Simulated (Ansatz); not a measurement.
# H on Ni(100): change of the work function, part 2 of 2

Aim: the work function of Ni(100) at several coverages of H (hollow site), and the dipole that each adsorbate carries.

Ansatz 0.2.0; plane-wave DFT, PBE, Ansatz PAW.

So far, work function, upper face (eV): step 2 (the clean slab) 4.88; step 3 (37 atoms, coverage 0.111 ML, cell 3x3) 4.90; step 4 (17 atoms, coverage 0.25 ML, cell 2x2) 4.93.

## 5. The covered slab, k-mesh 6×6×1, coverage 0.5 ML

System of this step: Ni8H (H/Ni(100)). The cell holds 18 atoms: 16 Ni and 2 H. Cell: a = 4.978 Å, b = 4.978 Å, c = 23.836 Å, α = 90.0°, β = 90.0°, γ = 90.0°. Vacuum lies along c.

input.yaml

```yaml
crystal:
  lattice:
    - [4.9780317396, 0.0, 0.0]
    - [0.0, 4.9780317396, 0.0]
    - [0.0, 0.0, 23.8356216066]
  atoms:
    - { symbol: Ni, position: [0.25, 0.25, 0.377586125], spin: 0.76 }
    - { symbol: Ni, position: [0.0, 0.0, 0.4514251895], spin: 0.69 }
    - { symbol: Ni, position: [0.25, 0.25, 0.526193492], spin: 0.7 }
    - { symbol: Ni, position: [0.0, 0.0, 0.5972414666], spin: 0.76 }
    - { symbol: Ni, position: [0.25, 0.75, 0.377586125], spin: 0.76 }
    - { symbol: Ni, position: [0.0, 0.5, 0.4514251895], spin: 0.69 }
    - { symbol: Ni, position: [0.25, 0.75, 0.526193492], spin: 0.7 }
    - { symbol: Ni, position: [0.0, 0.5, 0.5972414666], spin: 0.76 }
    - { symbol: Ni, position: [0.75, 0.25, 0.377586125], spin: 0.76 }
    - { symbol: Ni, position: [0.5, 0.0, 0.4514251895], spin: 0.69 }
    - { symbol: Ni, position: [0.75, 0.25, 0.526193492], spin: 0.7 }
    - { symbol: Ni, position: [0.5, 0.0, 0.5972414666], spin: 0.76 }
    - { symbol: Ni, position: [0.75, 0.75, 0.377586125], spin: 0.76 }
    - { symbol: Ni, position: [0.5, 0.5, 0.4514251895], spin: 0.69 }
    - { symbol: Ni, position: [0.75, 0.75, 0.526193492], spin: 0.7 }
    - { symbol: Ni, position: [0.5, 0.5, 0.5972414666], spin: 0.76 }
    - { symbol: H, position: [0.25, 0.25, 0.622413875] }
    - { symbol: H, position: [0.75, 0.75, 0.622413875] }
magnetization:
  spin_polarized: true
kpoints:
  mp_grid: { grid: [6, 6, 1] }
hamiltonian:
  xc: pbe
scf:
  occupations: { method: fermi_dirac, width: 0.1 }
  convergence: { dr2_threshold: 1.0e-08 }
efield:
  axis: 3
  dipole_correction: true
  ramp_position: 0.97
  ramp_width: 0.06
relax:
  f_tol: 0.02
  max_steps: 60
  constraints: [{ sites: [0, 1, 4, 5, 8, 9, 12, 13] }]
output:
  dos: { projected: true, e_range: [-8, 4] }
  write_potential: true
  write_density: true
  volumetric_format: npy
  elf: true
```

Started as:

```console
> ansatz run input.yaml --threads 4 --pin off --max-ram 16384MiB --backend cpu --events-out ev --progress --plain --runs-dir out
```

Wall time 5.9 min (4 threads of Arm Neoverse V1, shared host); peak memory 3.5 GiB.

Relaxation path:

| step | energy less that of the first step (eV) | largest force component (eV/Å) |
| --- | --- | --- |
| 1 | 0.0000 | 0.3617 |
| 2 | -0.0210 | 0.2444 |
| 3 | -0.0367 | 0.0107 |

The run keeps the 16 symmetry operations that the program found, so distortions that break them were not tested.

The atoms that moved most (Å):

| atom | dx | dy | dz | length |
| --- | --- | --- | --- | --- |
| Ni4 | 0.000 | 0.000 | 0.038 | 0.038 |
| Ni8 | 0.000 | 0.000 | 0.038 | 0.038 |
| Ni16 | 0.000 | 0.000 | 0.038 | 0.038 |
| Ni12 | 0.000 | 0.000 | 0.038 | 0.038 |
| H18 | 0.000 | 0.000 | -0.023 | 0.023 |
| H17 | 0.000 | 0.000 | -0.023 | 0.023 |
| Ni7 | 0.000 | 0.000 | -0.017 | 0.017 |
| Ni11 | 0.000 | 0.000 | -0.017 | 0.017 |

Final coordinates:

```cif
data_structure
_symmetry_space_group_name_H-M 'P 1'
_symmetry_Int_Tables_number 1
_cell_length_a 4.9780
_cell_length_b 4.9780
_cell_length_c 23.8356
_cell_angle_alpha 90.000
_cell_angle_beta 90.000
_cell_angle_gamma 90.000
_cell_volume 590.67
loop_
_atom_site_label
_atom_site_type_symbol
_atom_site_fract_x
_atom_site_fract_y
_atom_site_fract_z
_atom_site_occupancy
Ni1 Ni 0.25000 0.25000 0.37759 1
Ni2 Ni 0.00000 0.00000 0.45143 1
Ni3 Ni 0.25000 0.25000 0.52573 1
Ni4 Ni 0.00000 0.00000 0.59883 1
Ni5 Ni 0.25000 0.75000 0.37759 1
Ni6 Ni 0.00000 0.50000 0.45143 1
Ni7 Ni 0.25000 0.75000 0.52548 1
Ni8 Ni 0.00000 0.50000 0.59883 1
Ni9 Ni 0.75000 0.25000 0.37759 1
Ni10 Ni 0.50000 0.00000 0.45143 1
Ni11 Ni 0.75000 0.25000 0.52548 1
Ni12 Ni 0.50000 0.00000 0.59883 1
Ni13 Ni 0.75000 0.75000 0.37759 1
Ni14 Ni 0.50000 0.50000 0.45143 1
Ni15 Ni 0.75000 0.75000 0.52573 1
Ni16 Ni 0.50000 0.50000 0.59883 1
H17 H 0.25000 0.25000 0.62143 1
H18 H 0.75000 0.75000 0.62143 1
```

The relaxation took 3 steps and lowered the energy by 0.037 eV; the largest force on the free atoms ends at 0.011 eV/Å.

The covered face has 5.01 eV, +0.13 eV against the clean one; the bare back face has moved by +0.03 eV, a measure of how thin the slab is.

## 6. Adsorbate added, k-mesh 12×12×1, coverage 1 ML

System of this step: Ni4H (H/Ni(100)). The cell holds 5 atoms: 4 Ni and 1 H. Its edges and angles: a = 2.489 Å, b = 2.489 Å, c = 23.836 Å, α = 90.0°, β = 90.0°, γ = 90.0°. Vacuum lies along c.

input.yaml, the sections that differ from step 5:

```yaml
crystal:
  lattice:
    - [2.4890158698, 0.0, 0.0]
    - [0.0, 2.4890158698, 0.0]
    - [0.0, 0.0, 23.8356216066]
  atoms:
    - { symbol: Ni, position: [0.5, 0.5, 0.377586125], spin: 0.76 }
    - { symbol: Ni, position: [0.0, 0.0, 0.4514251895], spin: 0.69 }
    - { symbol: Ni, position: [0.5, 0.5, 0.526193492], spin: 0.7 }
    - { symbol: Ni, position: [0.0, 0.0, 0.5972414666], spin: 0.76 }
    - { symbol: H, position: [0.5, 0.5, 0.622413875] }
kpoints:
  mp_grid: { grid: [12, 12, 1] }
relax:
  f_tol: 0.02
  max_steps: 60
  constraints: [{ sites: [0, 1] }]
output:
  write_potential: true
  write_density: true
  volumetric_format: npy
# magnetization, hamiltonian, scf, efield: as in step 5
```

Wall time 64 s (4 threads); peak memory 0.64 GiB.

Relaxation path:

| step | energy less that of the first step (eV) | largest force component (eV/Å) |
| --- | --- | --- |
| 1 | 0.0000 | 0.8685 |
| 2 | -0.0339 | 0.5200 |
| 3 | -0.0551 | 0.0447 |
| 4 | -0.0553 | 0.0016 |

Forces are held to the 8 operations that the program found; a distortion that breaks them can't arise in this run.

The atoms that moved most (Å):

| atom | dx | dy | dz | length |
| --- | --- | --- | --- | --- |
| Ni4 | 0.000 | 0.000 | 0.095 | 0.095 |
| H5 | 0.000 | 0.000 | -0.057 | 0.057 |
| Ni3 | 0.000 | 0.000 | -0.027 | 0.027 |

The relaxed structure:

```xyz
5
Lattice="2.4890 0.0000 0.0000 0.0000 2.4890 0.0000 0.0000 0.0000 23.8356" Properties=species:S:1:pos:R:3
Ni    1.2445    1.2445    9.0000
Ni    0.0000    0.0000   10.7600
Ni    1.2445    1.2445   12.5149
Ni    0.0000    0.0000   14.3303
H     1.2445    1.2445   14.7791
```

Running mean over 1.76 Å of the planar mean; the ramp of the sawtooth is left out. Electron's electrostatic potential energy less the Fermi level against z:

| z (Å) | electron's electrostatic potential energy less the Fermi level (eV) |
| --- | --- |
| 3.0 | 4.91 |
| 3.5 | 4.91 |
| 4.0 | 4.91 |
| 4.5 | 4.91 |
| 5.0 | 4.90 |
| 5.5 | 4.90 |
| 6.0 | 4.87 |
| 6.5 | 4.77 |
| 7.0 | 4.41 |
| 7.5 | 2.94 |
| 8.0 | -1.71 |
| 8.5 | -7.40 |
| 9.0 | -9.86 |
| 9.5 | -10.2 |
| 10.0 | -10.3 |
| 10.5 | -10.3 |
| 11.0 | -10.4 |
| 11.5 | -10.4 |
| 12.0 | -10.4 |
| 12.5 | -10.3 |
| 13.0 | -9.95 |
| 13.5 | -9.96 |
| 14.0 | -11.2 |
| 14.5 | -11.2 |
| 15.0 | -7.40 |
| 15.5 | -0.966 |
| 16.0 | 3.51 |
| 16.5 | 4.63 |
| 17.0 | 4.90 |
| 17.5 | 4.96 |
| 18.0 | 4.98 |
| 18.5 | 4.98 |
| 19.0 | 4.98 |
| 19.5 | 4.98 |
| 20.0 | 4.98 |
| 20.5 | 4.98 |

The relaxation took 4 steps and lowered the energy by 0.055 eV; the largest force on the free atoms ends at 0.0016 eV/Å.

The covered face has 4.98 eV, +0.10 eV against the clean one; the bare back face has moved by +0.02 eV, a measure of how thin the slab is.

## 7. Work function against coverage

This step: plane-wave DFT, PBE, Ansatz PAW; work function against coverage (Ansatz 0.2.0).

The runs are now put side by side.

This step gave:

```
work function of the clean face     : 4.883 eV
largest change of the work function : 0.1255 eV
```

Work function of the covered face against coverage:

| coverage (adsorbates/nm²) | work function of the covered face (eV) |
| --- | --- |
| 0.00 | 4.88 |
| 1.79 | 4.90 |
| 4.04 | 4.93 |
| 8.07 | 5.01 |
| 16.14 | 4.98 |

The dipole per adsorbate comes from the change of the cell's dipole. Coverage, by row:

| coverage (1/nm²) | coverage (ML) | work function (eV) | change (eV) | dipole per adsorbate, positive end outwards (debye) | mean height of the added atoms over the highest substrate atom (Å) |
| --- | --- | --- | --- | --- | --- |
| 1.793 | 0.1111 | 4.904 | 0.02155 | -0.026 | 0.5799 |
| 4.035 | 0.25 | 4.931 | 0.04827 | -0.026 | 0.573 |
| 8.071 | 0.5 | 5.008 | 0.1255 | -0.032 | 0.5389 |
| 16.14 | 1 | 4.985 | 0.102 | -0.013 | 0.4488 |

## 8. Summary of results

```
work function of the clean face                        : 4.88 eV
work function at 0.11 ML                               : 4.90 eV
work function at 0.25 ML                               : 4.93 eV
work function at 0.5 ML                                : 5.01 eV
work function at 1 ML                                  : 4.98 eV
dipole per adsorbate at 0.11 ML, positive end outwards : -0.03 D
```

What this shows: H changes the work function of Ni(100) by less than 0.15 eV at every coverage run, which is within the error of so thin a slab. The slab has 4 layers, at the tabulated experimental lattice constant, one starting site was run, and quantum-size effects of a slab this thin can reach one or two tenths of an eV. The magnetic order is the one reached from the typed start; other orders were not compared.

[Long decimals in the printed logs are rounded to 6 places.]

[Logs are printed without paths, hosts, clocks, repeated set-up lines and the standing remarks that a program may print on its own settings, such as how far it seeks lower states.]

[Hosts, paths, dates, database ids (printed as entryN), source tags and the programs' standing remarks are cut or masked in the printed files.]

[Maps of the electrostatic potential energy from Ansatz leave out the sawtooth potential of an applied field or a dipole correction, so their vacuum need not be flat; planar profiles and work functions include it.]
